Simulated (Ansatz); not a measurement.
Records of electronic-structure calculations.

```xyz
13
Lattice="2.122 1.225 23.820 -2.122 1.225 23.820 0.000 -2.451 23.820" Properties=species:S:1:pos:R:3 pbc="T T T" subject="From PBE to G0W0: Bi2Te2Pb4S5 (Unnamed)" method="DFT, PBE, plane waves, PAW; PAW set soft_1 (and 1 further level or step)" program="Ansatz 0.2.0" settings_of_one_run="cutoff 420 eV, 6×6×6 k-mesh, smearing width 0.02 eV, PAW set soft 1" cost="2 runs, 12 min in all on 1 × NVIDIA H100 80GB HBM3 (shared by 6 runs) with 2 threads of AMD EPYC 7R13 (Zen 3), shared host (the runs of this entry)" notes="The cell and positions come from the Crystallography Open Database and are kept as given unless a step says otherwise. Limits: no spin-orbit coupling. For the G0W0 step: the program marks 32 of the 80 corrected levels as in doubt (Σc rises), neither edge state among them." pbe_gap_over_mesh_and_path="0.407 eV, direct, at k = Γ" g0w0_pbe_gap_over_10_of_13_irreducible_mesh_points="0.603 eV, direct, at k = Γ" gw_settings="4×4×4 mesh, 844 empty bands, screening to 100 eV, PAW set soft_1 files" known_limits="finite bands, screening cutoff and k mesh; no spin-orbit coupling in G0W0; band order with spin-orbit coupling not checked"
Bi    0.000    0.000   39.040
Bi    0.000    0.000   32.420
Te    0.000    0.000   61.066
Te    0.000    0.000   10.393
Pb    0.000    0.000   66.323
Pb    0.000    0.000    5.137
Pb    0.000    0.000   22.110
Pb    0.000    0.000   49.350
S     0.000    0.000   16.982
S     0.000    0.000   54.477
S     0.000    0.000   44.218
S     0.000    0.000   27.241
S     0.000    0.000    0.000
```

[Paths, hosts, dates, memory and timing lines, banners, echoed tables and standing remarks are left out of the program output.]

[Logs are printed without paths, hosts, clocks, repeated set-up lines and the standing remarks that a program may print on its own settings, such as how far it seeks lower states.]

[Runs of the session that timed out or met a known fault of the program may be left out.]

[Cells called generated may have been cut or substituted from an entry of the Crystallography Open Database or the Materials Project.]

[Hosts, paths, dates, database ids (printed as entryN), source tags and the programs' standing remarks are cut or masked in the printed files.]
